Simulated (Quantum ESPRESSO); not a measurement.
# two Fe on Si sites of Si, 2.35 Å apart: which magnetic order is lowest, part 2 of 2

Aim: find out which collinear order of two Fe on Si sites of Si, 2.35 Å apart costs least.

Quantum ESPRESSO 7.5; PBE; plane waves with GBRV 1.5 PBE potentials, no spin-orbit coupling.

So far, absolute magnetization (μB): step 2 (run 1, typed as ferro ++) 5.12.

## 3. Run 2 (antiferro +−)

The input, pw.in:

```
&CONTROL
  calculation = 'scf'
  prefix = 'pwscf'
  outdir = './tmp'
  pseudo_dir = './pseudo'
  disk_io = 'nowf'
/
&SYSTEM
  ibrav = 0
  celldm(1) = 8
  nat = 16
  ntyp = 3
  ecutwfc = 40
  ecutrho = 280
  nbnd = 61
  occupations = 'smearing'
  smearing = 'fd'
  degauss = 0.00367493
  nspin = 2
  starting_magnetization(1) = 0.2188
  starting_magnetization(2) = -0.2188
  starting_magnetization(3) = 0
/
&ELECTRONS
  conv_thr = 3.2d-08
  electron_maxstep = 150
  mixing_beta = 0.3
/
ATOMIC_SPECIES
Fe1    55.8450 fe_pbe_v1.5.uspp.F.UPF
Fe2    55.8450 fe_pbe_v1.5.uspp.F.UPF
Si     28.0850 si_pbe_v1.uspp.F.UPF
CELL_PARAMETERS alat
   0.0000000000000    1.2828878228553    1.2828878228553
   1.2828878228553    0.0000000000000    1.2828878228553
   1.2828878228553    1.2828878228553    0.0000000000000
ATOMIC_POSITIONS crystal
Fe1     0.0000000000    0.0000000000    0.0000000000
Fe2     0.1250000000    0.1250000000    0.1250000000
Si      0.0000000000    0.0000000000    0.5000000000
Si      0.1250000000    0.1250000000    0.6250000000
Si      0.0000000000    0.5000000000    0.0000000000
Si      0.1250000000    0.6250000000    0.1250000000
Si      0.0000000000    0.5000000000    0.5000000000
Si      0.1250000000    0.6250000000    0.6250000000
Si      0.5000000000    0.0000000000    0.0000000000
Si      0.6250000000    0.1250000000    0.1250000000
Si      0.5000000000    0.0000000000    0.5000000000
Si      0.6250000000    0.1250000000    0.6250000000
Si      0.5000000000    0.5000000000    0.0000000000
Si      0.6250000000    0.6250000000    0.1250000000
Si      0.5000000000    0.5000000000    0.5000000000
Si      0.6250000000    0.6250000000    0.6250000000
K_POINTS automatic
4 4 4 0 0 0
```

The run is started by

```
OMP_NUM_THREADS=1 mpirun -n 4 pw.x -nk 4 -in pw.in > pw.out
```

Log:

```text
[banner, memory and clock lines left out]
Program PWSCF v.7.5 starts

     Message from routine setup:
     using ibrav=0 with symmetry is DISCOURAGED, use correct ibrav instead

     bravais-lattice index     =            0
     lattice parameter (alat)  =       8.0000  a.u.
     unit-cell volume          =    2162.0514 (a.u.)^3
     number of atoms/cell      =           16
     number of atomic types    =            3
     number of electrons       =        88.00
     number of Kohn-Sham states=           61
     kinetic-energy cutoff     =      40.0000  Ry
     charge density cutoff     =     280.0000  Ry
     scf convergence threshold =      3.2E-08
     mixing beta               =       0.3000
     number of iterations used =            8  plain     mixing
     Exchange-correlation= SLA  PW   PBE  PBE
                           (   1   4   3   4   0   0   0)

     celldm(1)=   8.000000  celldm(2)=   0.000000  celldm(3)=   0.000000
     celldm(4)=   0.000000  celldm(5)=   0.000000  celldm(6)=   0.000000

     crystal axes: (cart. coord. in units of alat)
               a(1) = (   0.000000   1.282888   1.282888 )
               a(2) = (   1.282888   0.000000   1.282888 )
               a(3) = (   1.282888   1.282888   0.000000 )

     reciprocal axes: (cart. coord. in units 2 pi/alat)
               b(1) = ( -0.389746  0.389746  0.389746 )
               b(2) = (  0.389746 -0.389746  0.389746 )
               b(3) = (  0.389746  0.389746 -0.389746 )

     PseudoPot. # 1 for Fe read from file:
     fe_pbe_v1.5.uspp.F.UPF
     Pseudo is Ultrasoft + core correction, Zval = 16.0

     PseudoPot. # 2 for Fe read from file:
     fe_pbe_v1.5.uspp.F.UPF
     Pseudo is Ultrasoft + core correction, Zval = 16.0

     PseudoPot. # 3 for Si read from file:
     si_pbe_v1.uspp.F.UPF
     Pseudo is Ultrasoft + core correction, Zval =  4.0

     atomic species   valence    mass     pseudopotential
     Fe1              16.00    55.84500     Fe( 1.00)
     Fe2              16.00    55.84500     Fe( 1.00)
     Si                4.00    28.08500     Si( 1.00)

     Starting magnetic structure
     atomic species   magnetization
     Fe1             0.219
     Fe2            -0.219
     Si              0.000

      6 Sym. Ops. (no inversion) found

   Cartesian axes

     site n.     atom                  positions (alat units)
         1        Fe1    tau(   1) = (   0.0000000   0.0000000   0.0000000  )
         2        Fe2    tau(   2) = (   0.3207220   0.3207220   0.3207220  )
         3        Si     tau(   3) = (   0.6414439   0.6414439   0.0000000  )
         4        Si     tau(   4) = (   0.9621659   0.9621659   0.3207220  )
         5        Si     tau(   5) = (   0.6414439   0.0000000   0.6414439  )
         6        Si     tau(   6) = (   0.9621659   0.3207220   0.9621659  )
         7        Si     tau(   7) = (   1.2828878   0.6414439   0.6414439  )
         8        Si     tau(   8) = (   1.6036098   0.9621659   0.9621659  )
         9        Si     tau(   9) = (   0.0000000   0.6414439   0.6414439  )
        10        Si     tau(  10) = (   0.3207220   0.9621659   0.9621659  )
        11        Si     tau(  11) = (   0.6414439   1.2828878   0.6414439  )
        12        Si     tau(  12) = (   0.9621659   1.6036098   0.9621659  )
        13        Si     tau(  13) = (   0.6414439   0.6414439   1.2828878  )
        14        Si     tau(  14) = (   0.9621659   0.9621659   1.6036098  )
        15        Si     tau(  15) = (   1.2828878   1.2828878   1.2828878  )
        16        Si     tau(  16) = (   1.6036098   1.6036098   1.6036098  )

     number of k points=    13  Fermi-Dirac smearing, width (Ry)=  0.0037
                       cart. coord. in units 2pi/alat
        k(    1) = (   0.0000000   0.0000000   0.0000000), wk =   0.0156250
        k(    2) = (   0.0974364   0.0974364  -0.0974364), wk =   0.0937500
        k(    3) = (  -0.1948728  -0.1948728   0.1948728), wk =   0.0468750
        k(    4) = (   0.1948728   0.0000000   0.0000000), wk =   0.0937500
        k(    5) = (  -0.0974364  -0.2923093   0.2923093), wk =   0.1875000
        [... 8 further k-points ...]

     Dense  grid:   171471 G-vectors     FFT dimensions: (  80,  80,  80)

     Smooth grid:    74129 G-vectors     FFT dimensions: (  60,  60,  60)

     Check: negative core charge=   -0.000008
     Generating pointlists ...
     new r_m :   0.2291 (alat units)  1.8332 (a.u.) for type    1
     new r_m :   0.2291 (alat units)  1.8332 (a.u.) for type    2
     new r_m :   0.2291 (alat units)  1.8332 (a.u.) for type    3

     Initial potential from superposition of free atoms

     starting charge      85.9906, renormalised to      88.0000
     Starting wfcs are   82 randomized atomic wfcs

     Self-consistent Calculation

     iteration #  1     ecut=    40.00 Ry     beta= 0.30
     Davidson diagonalization with overlap
     ethr =  1.00E-02,  avg # of iterations =  3.8

     total energy              =    -626.10347965 Ry
     estimated scf accuracy    <      21.60916229 Ry

     total magnetization       =    -0.00 Bohr mag/cell
     absolute magnetization    =     1.00 Bohr mag/cell

     iteration #  2     ecut=    40.00 Ry     beta= 0.30
     Davidson diagonalization with overlap
     ethr =  1.00E-02,  avg # of iterations =  4.4

     total energy              =    -631.73351415 Ry
     estimated scf accuracy    <      94.24683200 Ry

     total magnetization       =     0.02 Bohr mag/cell
     absolute magnetization    =     0.24 Bohr mag/cell

     [... further iterations left out ...]

     iteration # 22     ecut=    40.00 Ry     beta= 0.30
     Davidson diagonalization with overlap
     ethr =  2.89E-10,  avg # of iterations =  1.9

     total energy              =    -634.75479300 Ry
     estimated scf accuracy    <       0.00000015 Ry

     total magnetization       =     0.00 Bohr mag/cell
     absolute magnetization    =     4.77 Bohr mag/cell

     iteration # 23     ecut=    40.00 Ry     beta= 0.30
     Davidson diagonalization with overlap
     ethr =  1.68E-10,  avg # of iterations =  2.0

     Magnetic moment per site  (integrated on atomic sphere of radius R)
     atom   1 (R=0.229)  charge= 14.1133  magn=  1.9537
     atom   2 (R=0.229)  charge= 14.1131  magn= -1.9531
     atom   3 (R=0.229)  charge=  1.8107  magn=  0.0334
     atom   4 (R=0.229)  charge=  1.8107  magn= -0.0334
     atom   5 (R=0.229)  charge=  1.8107  magn=  0.0334
     atom   6 (R=0.229)  charge=  1.8107  magn= -0.0334
     atom   7 (R=0.229)  charge=  1.8189  magn=  0.0091
     atom   8 (R=0.229)  charge=  1.8189  magn= -0.0091
     atom   9 (R=0.229)  charge=  1.8107  magn=  0.0334
     atom  10 (R=0.229)  charge=  1.8107  magn= -0.0334
     atom  11 (R=0.229)  charge=  1.8189  magn=  0.0091
     atom  12 (R=0.229)  charge=  1.8189  magn= -0.0091
     atom  13 (R=0.229)  charge=  1.8189  magn=  0.0091
     atom  14 (R=0.229)  charge=  1.8189  magn= -0.0091
     atom  15 (R=0.229)  charge=  1.8237  magn=  0.0018
     atom  16 (R=0.229)  charge=  1.8237  magn= -0.0018

     End of self-consistent calculation

     [... lines left out ...]
     the Fermi energy is     6.3027 ev

!    total energy              =    -634.75479302 Ry
     estimated scf accuracy    <       0.00000001 Ry
     smearing contrib. (-TS)   =      -0.00676956 Ry
     internal energy E=F+TS    =    -634.74802346 Ry

     The total energy is F=E-TS. E is the sum of the following terms:
     one-electron contribution =    -508.88020150 Ry
     hartree contribution      =     285.85479603 Ry
     xc contribution           =    -118.32524946 Ry
     ewald contribution        =    -293.39736854 Ry

     total magnetization       =     0.00 Bohr mag/cell
     absolute magnetization    =     4.77 Bohr mag/cell

     convergence has been achieved in  23 iterations
```

Elapsed: 3.9 min, on 4 MPI ranks of Intel Xeon Platinum 8488C (Sapphire Rapids), shared host; peak memory 1.6 GiB.

Spin moment in the atom's sphere by atom:

```
atom  spin moment in the atom's sphere (μB)
 Fe1                                   1.95
 Fe2                                  -1.95
 Si3                                   0.03
 Si4                                  -0.03
 Si5                                   0.03
 Si6                                  -0.03
 Si7                                   0.01
 Si8                                  -0.01
 Si9                                   0.03
Si10                                  -0.03
Si11                                   0.01
Si12                                  -0.01
Si13                                   0.01
Si14                                  -0.01
Si15                                   0.00
Si16                                   0.00
```

This step gave:

```
smearing term TS       : 0.09210 eV
magnetization          : 0 μB
absolute magnetization : 4.773 μB
final state            : antiferromagnetic
```

Spin density in the ac plane at fractional y = 0.000, with atoms of Fe and Si within 0.2 Å of it.

Ten even steps from '_' (-0.2 e/Å³) to '@' (3.5 e/Å³), each cell a mean:
```
%%==..__________________________________--
..::..____________________________________
__________________________________________
__________________________________________
__________________________________________
__________________________________________
__________________________________________
__________________________________________
__________________________________________
__________________________________________
__________________________________________
__________________________________________
__________________________________________
__________________________________________
__________________________________________
__________________________________________
__________________________________________
__________________________________________
______________________________________....
--..__________________________________::==
@@--__________________________________..%%
```
Columns run along a (7.7 Å), rows up along c (7.7 Å). Atoms in or near the plane, at fractional coordinates: Fe at (0.00, 0.00), Si at (0.00, 0.50), Si at (0.50, 0.00), Si at (0.50, 0.50).

Valence density in the ac plane at fractional y = 0.000, with atoms of Fe and Si within 0.2 Å of it. It is the smooth field of the valence electrons, not physical close to the nuclei.

Ten steps, logarithmic in the rise over the least value, from '0' (0 e/Å³) to '9' (21 e/Å³), each cell a mean:
```
995100011122111000138
664100001111111000013
232100000112211000001
122100000011221000000
112110000001221100000
111111000001111110000
111111111111111111111
122112221112221122111
122111222112221122211
212111122031221111212
411110111143111001112
101100001110111000111
222100000112211000011
122100000012221000001
112110000011221000000
112210000001121100000
112321100011111110000
112332111111111111111
321222222112221122245
842111122011221112369
983111112142111111269
```
Columns run along a (7.7 Å), rows up along c (7.7 Å). Atoms in or near the plane, at fractional coordinates: Fe at (0.00, 0.00), Si at (0.00, 0.50), Si at (0.50, 0.00), Si at (0.50, 0.50).

## 4. Ranking

An order is kept where moments of 0.15 μB or more survive with the typed signs; meshes match where a doubled cell samples the same k points as the first cell.

Orders:

```
       start        final state  typed order kept  energy over the lowest (meV a seeded atom)  largest site moment (μB)  net moment (μB a cell of the first run)  mesh matched  CPU time (s)
    ferro ++      ferromagnetic               yes                                           0                     2.045                                     3.95           yes         750.9
antiferro +-  antiferromagnetic               yes                                       99.02                     1.954                                  7.80e-4           yes           926
```

## 5. Outcome

```yaml
lowest_state_found: ferromagnetic (from ferro ++)
largest_site_moment: 2.04 μB
next_state_with_moments: antiferromagnetic, 99.0 meV a seeded atom higher
```

In words: The smearing terms TS of the orders run from 17 to 46 meV a seeded atom, so the differences would change at a smaller width: an order with a larger TS is lowered more by the smearing. This is the lowest of 2 collinear or spinless starts, no proof of the ground state. The cell was built by rule and the atoms were not relaxed, which can move these energies.

[Logs and program files are shortened in this print: banners, set-up blocks, solver, clock and traceback lines can be left out without a mark of their own.]

[Logs are printed without paths, hosts, clocks, repeated set-up lines and the standing remarks that a program may print on its own settings, such as how far it seeks lower states.]

[Hosts, paths, dates, database ids (printed as entryN), source tags and the programs' standing remarks are cut or masked in the printed files.]

[Where a cell is said to come from a database of computed structures, the database is the Materials Project.]
